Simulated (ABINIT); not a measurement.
# Quasiparticle gap of Ca2FeH6 (Fm-3m) in ABINIT, part 2 of 3

Wanted: ground state, empty states, screening and self-energy for Ca2FeH6 (Fm-3m).

ABINIT 10.8.3; LDA and many-body steps on it, plane waves. Known limits of the many-body steps: not at the basis limit; no spin polarisation; d states lean on the start; coarse k mesh.

So far. Step 2 (Ground state): The gap is indirect, with the least direct gap 0.007 eV higher.

### 3. Bands along the symmetry lines

Level of this step: DFT, LDA, plane waves, norm-conserving pseudopotentials (ABINIT).

The cheap functional maps the bands first; the places of the edges decide which points the dearer methods must see.

run.abi reads:

```
acell 3*1.0 Angstrom
rprim 
  -0.000000000000 3.496077550000 3.496077550000
  3.496077550000 0.000000000000 3.496077550000
  3.496077550000 3.496077550000 -0.000000000000
ntypat 3
znucl 20 26 1
natom 9
typat 1 1 2 3 3 3 3 3 3
xred 
  0.250000000000 0.250000000000 0.250000000000
  0.750000000000 0.750000000000 0.750000000000
  0.000000000000 0.000000000000 0.000000000000
  0.771967350000 0.228032650000 0.228032650000
  0.228032650000 0.771967350000 0.771967350000
  0.228032650000 0.771967350000 0.228032650000
  0.771967350000 0.228032650000 0.771967350000
  0.228032650000 0.228032650000 0.771967350000
  0.771967350000 0.771967350000 0.228032650000
pp_dirpath "pseudos"
pseudos "Ca.upf, Fe.upf, H.upf"
ecut 39
iscf -2
irdden 1
kptopt 0
nkpt 26
kpt 
  0.00000000 0.00000000 0.00000000
  0.12500000 0.00000000 0.12500000
  0.25000000 0.00000000 0.25000000
  0.37500000 0.00000000 0.37500000
  0.50000000 0.00000000 0.50000000
  0.53125000 0.06250000 0.53125000
  0.56250000 0.12500000 0.56250000
  0.59375000 0.18750000 0.59375000
  0.62500000 0.25000000 0.62500000
  0.37500000 0.37500000 0.75000000
  0.28125000 0.28125000 0.56250000
  0.18750000 0.18750000 0.37500000
  0.09375000 0.09375000 0.18750000
  0.00000000 0.00000000 0.00000000
  0.12500000 0.12500000 0.12500000
  0.25000000 0.25000000 0.25000000
  0.37500000 0.37500000 0.37500000
  0.50000000 0.50000000 0.50000000
  0.50000000 0.43750000 0.56250000
  0.50000000 0.37500000 0.62500000
  0.50000000 0.31250000 0.68750000
  0.50000000 0.25000000 0.75000000
  0.50000000 0.18750000 0.68750000
  0.50000000 0.12500000 0.62500000
  0.50000000 0.06250000 0.56250000
  0.50000000 0.00000000 0.50000000
istwfk *1
nband 28
nbdbuf 2
tolwfr 1e-08
nstep 40
prtwf 0
prtvol 0
indata_prefix "in"
outdata_prefix "out"
tmpdata_prefix "tmp"
```

The run is started by

```
$ OMP_NUM_THREADS=1 mpirun -n 4 abinit run.abi > log
```

Numbers of over 12 decimals in the logs are rounded to 6 here.

Log:

```text
.Version 10.8.3 of ABINIT. v10.8.2 released Aug 2026.

 Symmetries : space group Fm -3 m (#225); Bravais cF (face-center cubic)
[... echo of the input left out ...]
== DATASET  1 ==================================================================
-   mpi_nproc: 4, omp_nthreads: 1 (-1 if OMP is not activated)

--- !DatasetInfo
iteration_state: {dtset: 1, }
dimensions: {natom: 9, nkpt: 26, mband: 28, nsppol: 1, nspinor: 1, nspden: 1, mpw: 6754, }
cutoff_energies: {ecut:  39.0, pawecutdg:  -1.0, }
electrons: {nelect:   4.20000000E+01, charge:   0.00000000E+00, occopt:   1.00000000E+00, tsmear:   1.00000000E-02, }

 Real(R)+Recip(G) space primitive vectors, cartesian coordinates (Bohr,Bohr^-1):
 R(1)=  0.0000000  6.6066291  6.6066291  G(1)= -0.0756816  0.0756816  0.0756816
 R(2)=  6.6066291  0.0000000  6.6066291  G(2)=  0.0756816 -0.0756816  0.0756816
 R(3)=  6.6066291  6.6066291  0.0000000  G(3)=  0.0756816  0.0756816 -0.0756816
 Unit cell volume ucvol=  5.7672632E+02 bohr^3
 Angles (23,13,12)=  6.00000000E+01  6.00000000E+01  6.00000000E+01 degrees

 getcut: wavevector=  0.0000  0.0000  0.0000  ngfft=  54  54  54
         ecut(hartree)=     39.000   => boxcut(ratio)=   2.05660

--- Pseudopotential description ------------------------------------------------
- Ca Generated using ONCVPSP code by D. R. Hamann
- 20.00000  10.00000  180309                  znucl, zion, pspdat
12 -1012 2 -1 1724                            pspcod,pspxc,lmax,lloc,mmax
     nproj     2     2     2
  pspatm : epsatm=   12.51424511
         --- l  ekb(1:nproj) -->
             0   10.026170    0.975458
             1    2.942990    0.445396
             2   -3.490458   -1.115963
 pspatm: atomic psp has been read  and splines computed

- Fe Generated using ONCVPSP code by D. R. Hamann
- 26.00000  16.00000  180309                  znucl, zion, pspdat
12 -1012 2 -1 1408                            pspcod,pspxc,lmax,lloc,mmax
     nproj     2     2     2
  pspatm : epsatm=   15.14527392
         --- l  ekb(1:nproj) -->
[...]
pspatm: atomic psp has been read  and splines computed

- H Generated using ONCVPSP code by D. R. Hamann
-  1.00000   1.00000  180309                  znucl, zion, pspdat
12 -1012 1 -1 1180                            pspcod,pspxc,lmax,lloc,mmax
     nproj     2     1     0
  pspatm : epsatm=    0.35439867
         --- l  ekb(1:nproj) -->
[...]
1   -0.275071
 pspatm: atomic psp has been read  and splines computed

--------------------------------------------------------------------------------

================================================================================
 prteigrs : about to open file out_EIG
 Non-SCF case, kpt    1 (  0.00000  0.00000  0.00000), residuals and eigenvalues=
  7.62E-09  1.94E-09  2.11E-09  5.09E-09  4.76E-09  6.69E-09  2.57E-09  4.49E-09
[...]
Non-SCF case, kpt   26 (  0.50000  0.00000  0.50000), residuals and eigenvalues=
[...]
-3.0779E-02  1.4410E-02  2.6417E-02  6.8404E-02  8.3846E-02  8.3846E-02
  1.5349E-01  1.7573E-01  1.7573E-01  2.2037E-01  2.8044E-01  2.9302E-01
[...]
--- !ResultsGS
iteration_state: {dtset: 1, }
comment   : Summary of ground state results
lattice_vectors:
- [ -0.0000000,   6.6066291,   6.6066291, ]
- [  6.6066291,   0.0000000,   6.6066291, ]
- [  6.6066291,   6.6066291,  -0.0000000, ]
lattice_lengths: [   9.34318,    9.34318,    9.34318, ]
lattice_angles: [ 60.000,  60.000,  60.000, ] # degrees, (23, 13, 12)
lattice_volume:   5.7672632E+02
convergence: {deltae:  0.000E+00, res2:  0.000E+00, residm:  9.995E-09, diffor:  0.000E+00, }
etotal    :  -2.06246115E+02
entropy   :   0.00000000E+00
fermie    :   1.75970476E-01
cartesian_stress_tensor: null
pressure_GPa: null
xred      :
- [  2.5000E-01,   2.5000E-01,   2.5000E-01, Ca]
- [  7.5000E-01,   7.5000E-01,   7.5000E-01, Ca]
- [  0.0000E+00,   0.0000E+00,   0.0000E+00, Fe]
- [  7.7197E-01,   2.2803E-01,   2.2803E-01,  H]
- [  2.2803E-01,   7.7197E-01,   7.7197E-01,  H]
- [  2.2803E-01,   7.7197E-01,   2.2803E-01,  H]
- [  7.7197E-01,   2.2803E-01,   7.7197E-01,  H]
- [  2.2803E-01,   2.2803E-01,   7.7197E-01,  H]
- [  7.7197E-01,   7.7197E-01,   2.2803E-01,  H]
cartesian_forces: null
force_length_stats: {min: null, max: null, mean: null, }

 Integrated electronic density in atomic spheres:
 ------------------------------------------------
 Atom  Sphere_radius  Integrated_density
[...]
================================================================================

 ----iterations are completed or convergence reached----

 Mean square residual over all n,k,spin=   61.826E-10; max=  99.954E-10
 reduced coordinates (array xred) for    9 atoms
[...]
0.228032650000      0.228032650000      0.771967350000
       0.771967350000      0.771967350000      0.228032650000

 cartesian coordinates (angstrom) at end:
[...]
length scales=  1.889726125908  1.889726125908  1.889726125908 bohr
              =  1.000000000000  1.000000000000  1.000000000000 angstroms
 prteigrs : about to open file out_EIG
 Eigenvalues (hartree) for nkpt=  26  k points:
 kpt#   1, nband= 28, wtk=  1.00000, kpt=  0.0000  0.0000  0.0000 (reduced coord)
[...]
kpt#   2, nband= 28, wtk=  1.00000, kpt=  0.1250  0.0000  0.1250 (reduced coord)
[...]
kpt#   3, nband= 28, wtk=  1.00000, kpt=  0.2500  0.0000  0.2500 (reduced coord)
[...]
kpt#  25, nband= 28, wtk=  1.00000, kpt=  0.5000  0.0625  0.5625 (reduced coord)
[...]
0.31843    0.32873    0.36594    0.36810
 kpt#  26, nband= 28, wtk=  1.00000, kpt=  0.5000  0.0000  0.5000 (reduced coord)
[...]
-0.58794   -0.57834   -0.57834   -0.57743   -0.03078    0.01441    0.02642    0.06840
   0.08385    0.08385    0.15349    0.17573    0.17573    0.22037    0.28044    0.29302
   0.32717    0.32717    0.36592    0.36711

== END DATASET(S) ==============================================================
================================================================================

 -outvars: echo values of variables after computation  --------
            nband          28
             nkpt          26
          spgroup         225
 [... the other variables as echoed above ...]

 Calculation completed.
```

Wall time 59 s (4 MPI ranks of Intel Xeon Platinum 8375C at 2.90GHz (Ice Lake), shared host); peak memory 0.4 GiB.

Numbers from this step:

```
gap                        : 1.206 eV
k of the valence top       : 0.5, 0.25, 0.75
k of the conduction bottom : 0.5, 0, 0.5
least direct gap           : 1.215 eV
```

The gap is 1.206 eV, −0.002 eV from the run before at this level.

Electronic bands along the path, in eV, zero at the top of the highest filled band:

```csv
point,band 18,band 19,band 20,band 21,band 22,band 23,band 24,band 25
Γ,-2.97,-0.07,-0.07,-0.07,2.68,2.68,4.56,6.13
halfway,-2.74,-0.30,-0.04,-0.04,2.03,2.74,4.14,4.82
X,-2.51,-0.61,-0.01,-0.01,1.21,2.84,3.18,4.11
halfway,-2.40,-0.51,-0.02,-0.01,1.30,2.92,3.23,3.71
U,-2.24,-0.33,-0.05,-0.03,1.51,3.16,3.16,3.38
jump to K,-2.24,-0.33,-0.05,-0.03,1.51,3.16,3.16,3.38
halfway,-2.39,-0.18,-0.09,-0.07,2.47,2.52,4.12,4.60
Γ,-2.97,-0.07,-0.07,-0.07,2.68,2.68,4.56,6.13
halfway,-2.58,-0.17,-0.08,-0.08,2.61,2.61,4.53,4.98
L,-2.22,-0.25,-0.09,-0.09,2.59,2.59,3.47,4.17
halfway,-2.21,-0.17,-0.13,-0.05,1.90,2.73,3.62,3.66
W,-2.27,-0.17,-0.17,0.00,1.62,2.99,3.25,3.25
halfway,-2.36,-0.42,-0.05,0.00,1.38,2.99,3.26,3.47
X,-2.51,-0.61,-0.01,-0.01,1.21,2.84,3.18,4.11
```

### 4. Empty states on the mesh, 2×2×2 mesh, 60 bands

The sums over transitions need many empty states on a uniform mesh; this step solves for them.

run.abi reads:

```
acell 3*1.0 Angstrom
rprim 
  -0.000000000000 3.496077550000 3.496077550000
  3.496077550000 0.000000000000 3.496077550000
  3.496077550000 3.496077550000 -0.000000000000
ntypat 3
znucl 20 26 1
natom 9
typat 1 1 2 3 3 3 3 3 3
xred 
  0.250000000000 0.250000000000 0.250000000000
  0.750000000000 0.750000000000 0.750000000000
  0.000000000000 0.000000000000 0.000000000000
  0.771967350000 0.228032650000 0.228032650000
  0.228032650000 0.771967350000 0.771967350000
  0.228032650000 0.771967350000 0.228032650000
  0.771967350000 0.228032650000 0.771967350000
  0.228032650000 0.228032650000 0.771967350000
  0.771967350000 0.771967350000 0.228032650000
pp_dirpath "pseudos"
pseudos "Ca.upf, Fe.upf, H.upf"
ecut 39
ngkpt 2 2 2
nshiftk 1
shiftk 0 0 0
kptopt 1
chksymbreak 0
iscf -2
irdden 1
istwfk *1
nband 60
nbdbuf 4
tolwfr 1e-09
nstep 60
prtvol 0
indata_prefix "in"
outdata_prefix "out"
tmpdata_prefix "tmp"
```

Log:

```text
.Version 10.8.3 of ABINIT. v10.8.2 released Aug 2026.

 Symmetries : space group Fm -3 m (#225); Bravais cF (face-center cubic)
[... echo of the input left out ...]
== DATASET  1 ==================================================================
-   mpi_nproc: 4, omp_nthreads: 1 (-1 if OMP is not activated)
-    --> not optimal distribution: autoparal keyword recommended in input file <--

--- !DatasetInfo
iteration_state: {dtset: 1, }
dimensions: {natom: 9, nkpt: 3, mband: 60, nsppol: 1, nspinor: 1, nspden: 1, mpw: 6754, }
cutoff_energies: {ecut:  39.0, pawecutdg:  -1.0, }
electrons: {nelect:   4.20000000E+01, charge:   0.00000000E+00, occopt:   1.00000000E+00, tsmear:   1.00000000E-02, }

 Real(R)+Recip(G) space primitive vectors, cartesian coordinates (Bohr,Bohr^-1):
 R(1)=  0.0000000  6.6066291  6.6066291  G(1)= -0.0756816  0.0756816  0.0756816
 R(2)=  6.6066291  0.0000000  6.6066291  G(2)=  0.0756816 -0.0756816  0.0756816
 R(3)=  6.6066291  6.6066291  0.0000000  G(3)=  0.0756816  0.0756816 -0.0756816
 Unit cell volume ucvol=  5.7672632E+02 bohr^3
 Angles (23,13,12)=  6.00000000E+01  6.00000000E+01  6.00000000E+01 degrees

 getcut: wavevector=  0.0000  0.0000  0.0000  ngfft=  54  54  54
         ecut(hartree)=     39.000   => boxcut(ratio)=   2.05660

--- Pseudopotential description ------------------------------------------------
- Ca Generated using ONCVPSP code by D. R. Hamann
- 20.00000  10.00000  180309                  znucl, zion, pspdat
12 -1012 2 -1 1724                            pspcod,pspxc,lmax,lloc,mmax
     nproj     2     2     2
  pspatm : epsatm=   12.51424511
         --- l  ekb(1:nproj) -->
             0   10.026170    0.975458
             1    2.942990    0.445396
             2   -3.490458   -1.115963
 pspatm: atomic psp has been read  and splines computed

- Fe Generated using ONCVPSP code by D. R. Hamann
- 26.00000  16.00000  180309                  znucl, zion, pspdat
12 -1012 2 -1 1408                            pspcod,pspxc,lmax,lloc,mmax
     nproj     2     2     2
  pspatm : epsatm=   15.14527392
         --- l  ekb(1:nproj) -->
[...]
pspatm: atomic psp has been read  and splines computed

- H Generated using ONCVPSP code by D. R. Hamann
-  1.00000   1.00000  180309                  znucl, zion, pspdat
12 -1012 1 -1 1180                            pspcod,pspxc,lmax,lloc,mmax
     nproj     2     1     0
  pspatm : epsatm=    0.35439867
         --- l  ekb(1:nproj) -->
[...]
1   -0.275071
 pspatm: atomic psp has been read  and splines computed

--------------------------------------------------------------------------------

================================================================================
 prteigrs : about to open file out_EIG
 Non-SCF case, kpt    1 (  0.00000  0.00000  0.00000), residuals and eigenvalues=
[...]
6.24E-10  9.19E-10  9.66E-11  1.77E-10  2.82E-10  4.54E-10  9.24E-10  8.91E-10
[...]
6.68E-09  7.15E-10  7.63E-10  7.77E-10
 -2.9425E+00 -1.7108E+00 -1.7108E+00 -1.7108E+00 -1.2716E+00 -1.2691E+00
 -5.8631E-01 -5.8631E-01 -5.8631E-01 -5.7921E-01 -5.7921E-01 -5.7921E-01
 -1.0154E-01  5.0706E-02  5.0706E-02  6.6866E-02  6.6866E-02  6.6866E-02
[...]
9.5939E-01  9.5939E-01  9.5939E-01  1.0395E+00  1.0395E+00  1.0395E+00
  1.0419E+00  1.0419E+00  1.0419E+00  1.0664E+00  1.0664E+00  1.0664E+00
 prteigrs : prtvol=0 or 1, do not print more k-points.

--- !ResultsGS
iteration_state: {dtset: 1, }
comment   : Summary of ground state results
lattice_vectors:
- [ -0.0000000,   6.6066291,   6.6066291, ]
- [  6.6066291,   0.0000000,   6.6066291, ]
- [  6.6066291,   6.6066291,  -0.0000000, ]
lattice_lengths: [   9.34318,    9.34318,    9.34318, ]
lattice_angles: [ 60.000,  60.000,  60.000, ] # degrees, (23, 13, 12)
lattice_volume:   5.7672632E+02
convergence: {deltae:  0.000E+00, res2:  0.000E+00, residm:  9.994E-10, diffor:  0.000E+00, }
etotal    :  -2.06246115E+02
entropy   :   0.00000000E+00
fermie    :   1.75970476E-01
cartesian_stress_tensor: null
pressure_GPa: null
xred      :
- [  2.5000E-01,   2.5000E-01,   2.5000E-01, Ca]
- [  7.5000E-01,   7.5000E-01,   7.5000E-01, Ca]
- [  0.0000E+00,   0.0000E+00,   0.0000E+00, Fe]
- [  7.7197E-01,   2.2803E-01,   2.2803E-01,  H]
- [  2.2803E-01,   7.7197E-01,   7.7197E-01,  H]
- [  2.2803E-01,   7.7197E-01,   2.2803E-01,  H]
- [  7.7197E-01,   2.2803E-01,   7.7197E-01,  H]
- [  2.2803E-01,   2.2803E-01,   7.7197E-01,  H]
- [  7.7197E-01,   7.7197E-01,   2.2803E-01,  H]
cartesian_forces: null
force_length_stats: {min: null, max: null, mean: null, }

 Integrated electronic density in atomic spheres:
 ------------------------------------------------
 Atom  Sphere_radius  Integrated_density
[...]
================================================================================

 ----iterations are completed or convergence reached----

 Mean square residual over all n,k,spin=   44.443E-11; max=  99.937E-11
 reduced coordinates (array xred) for    9 atoms
[...]
0.228032650000      0.228032650000      0.771967350000
       0.771967350000      0.771967350000      0.228032650000

 cartesian coordinates (angstrom) at end:
    1      1.748039     1.748039     1.748039
    2      5.244116     5.244116     5.244116
[...]
9      3.496078     3.496078     5.397715
 length scales=  1.889726125908  1.889726125908  1.889726125908 bohr
              =  1.000000000000  1.000000000000  1.000000000000 angstroms
 prteigrs : about to open file out_EIG
 Eigenvalues (hartree) for nkpt=   3  k points:
 kpt#   1, nband= 60, wtk=  0.12500, kpt=  0.0000  0.0000  0.0000 (reduced coord)
[...]
0.60640    0.60691    0.76880    0.76880    0.76880    0.91679    0.91679    0.94412
   0.95939    0.95939    0.95939    1.03954    1.03954    1.03954    1.04185    1.04185
   1.04185    1.06638    1.06638    1.06638
 prteigrs : prtvol=0 or 1, do not print more k-points.

== END DATASET(S) ==============================================================
================================================================================

 -outvars: echo values of variables after computation  --------
            nband          60
             nkpt           3
          spgroup         225
 [... the other variables as echoed above ...]

 Calculation completed.
```

The job ended after 14 s (4 MPI ranks; peak memory 0.35 GiB; 55 s of CPU time).

Numbers from this step:

```
gap                                                           : 1.215 eV
k of the valence top                                          : 0.5, 0.5, 0
k of the conduction bottom                                    : 0.5, 0.5, 0
least direct gap                                              : 1.215 eV
k points computed                                             : 3
lowest point of the top converged band, above the valence top : 21.81 eV
```

On this mesh the gap is 1.215 eV.

### 5. Screening, 2×2×2 mesh, 56 bands, screening to 87.1 eV

The RPA dielectric matrix is built and inverted for each q.

This step: RPA screening on LDA, plane waves, norm-conserving pseudopotentials.

run.abi, as its differences from that of step 4:

```diff
@@ -27,10 +27,11 @@
 chksymbreak 0
-iscf -2
-irdden 1
 istwfk *1
-nband 60
-nbdbuf 4
-tolwfr 1e-09
-nstep 60
-prtvol 0
+occopt 1
+irdwfk 1
+optdriver 3
+nband 56
+ecuteps 3.2
+inclvkb 2
+awtr 1
+symchi 1
 indata_prefix "in"
```

Log:

```text
.Version 10.8.3 of ABINIT. v10.8.2 released Aug 2026.

 Symmetries : space group Fm -3 m (#225); Bravais cF (face-center cubic)
[... echo of the input left out ...]
== DATASET  1 ==================================================================
-   mpi_nproc: 4, omp_nthreads: 1 (-1 if OMP is not activated)

--- !DatasetInfo
iteration_state: {dtset: 1, }
dimensions: {natom: 9, nkpt: 3, mband: 56, nsppol: 1, nspinor: 1, nspden: 1, mpw: 6754, }
cutoff_energies: {ecut:  39.0, pawecutdg:  -1.0, }
electrons: {nelect:   4.20000000E+01, charge:   0.00000000E+00, occopt:   1.00000000E+00, tsmear:   1.00000000E-02, }

 SCREENING: Calculation of the susceptibility and dielectric matrices

 Based on a program developped by R.W. Godby, V. Olevano, G. Onida, and L. Reining.
 Incorporated in ABINIT by V. Olevano, G.-M. Rignanese, and M. Torrent.
.Using double precision arithmetic ; gwpc =  8

[... cell and pseudopotentials left out ...]
--------------------------------------------------------------------------------

 ==== K-mesh for the wavefunctions ====
 Number of points in the irreducible wedge :     3
[... list of points left out ...]
 Together with 48 symmetry operations and time-reversal symmetry
 yields     8 points in the full Brillouin Zone.

 ==== Q-mesh for the screening function ====
 Number of points in the irreducible wedge :     3
[... list of points left out ...]
 Together with 48 symmetry operations and time-reversal symmetry
 yields     8 points in the full Brillouin Zone.

 setmesh: FFT mesh size selected  =    36x   36x   36
          total number of points  =        46656

 vcoul_init : cutoff-mode = AUXILIARY_FUNCTION
 q-points for optical limit:   1
     1)      0.000010    0.000020    0.000030

- screening: taking advantage of time-reversal symmetry
- Maximum band index for partially occupied states nbvw = 21
- Remaining bands to be divided among processors   nbcw = 35
- Number of bands treated by each node ~8

 Number of electrons calculated from density =   42.0000; Expected =   42.0000
 average of density, n =  0.072825
 r_s =    1.4855
 omega_plasma =   26.0313 [eV]

 calculating chi0 at frequencies [eV] :
  1    0.000000E+00    0.000000E+00
  2    0.000000E+00    2.603127E+01

--------------------------------------------------------------------------------
  q-point number  1        q = ( 0.000000, 0.000000, 0.000000) [r.l.u.]
--------------------------------------------------------------------------------
[... chi0 elements left out ...]
 For q-point:  0.000010 0.000020 0.000030
  dielectric constant =   5.0487
  dielectric constant without local fields =   5.8957

  Average fulfillment of the sum rule on Im[epsilon] for q-point    1 :     35.80  [%]
[... wings left out ...]
  q-point number  2        q = ( 0.500000, 0.000000, 0.000000) [r.l.u.]
--------------------------------------------------------------------------------
[... chi0 elements left out ...]
  Average fulfillment of the sum rule on Im[epsilon] for q-point    2 :     44.59  [%]

 [... 1 further q-points ...]
```

The job ended after 7.6 s (4 MPI ranks; peak memory 0.89 GiB).

This step gave:

```
ε∞ with local fields, on this mesh, along the program's q direction : 5.049
the same without local fields                                       : 5.896
plasma frequency                                                    : 26.03 eV
plane waves in the screening matrix                                 : 169
```

Local fields lower ε∞ by 14 %. On a Γ-centred mesh this coarse the value itself is usually too large, while a short band sum pulls it down.

(Continued in part 3 of 3.)

[Paths, hosts, dates, memory and timing lines, banners, echoed tables and standing remarks are left out of the program output.]

[Logs are printed without paths, hosts, clocks, repeated set-up lines and the standing remarks that a program may print on its own settings, such as how far it seeks lower states.]

[Runs of the session that timed out or met a known fault of the program may be left out.]

[Hosts, paths, dates, database ids (printed as entryN), source tags and the programs' standing remarks are cut or masked in the printed files.]

[G0W0 gaps are taken among the corrected bands and points alone; a level outside them can change the order at an edge.]

[Where Ansatz stands beside ABINIT at settings called matched, ABINIT's density can come from a denser mesh and the files from another edition; pairs whose starting gaps differed by over 0.03 eV were left out, so agreement reads better than it is.]
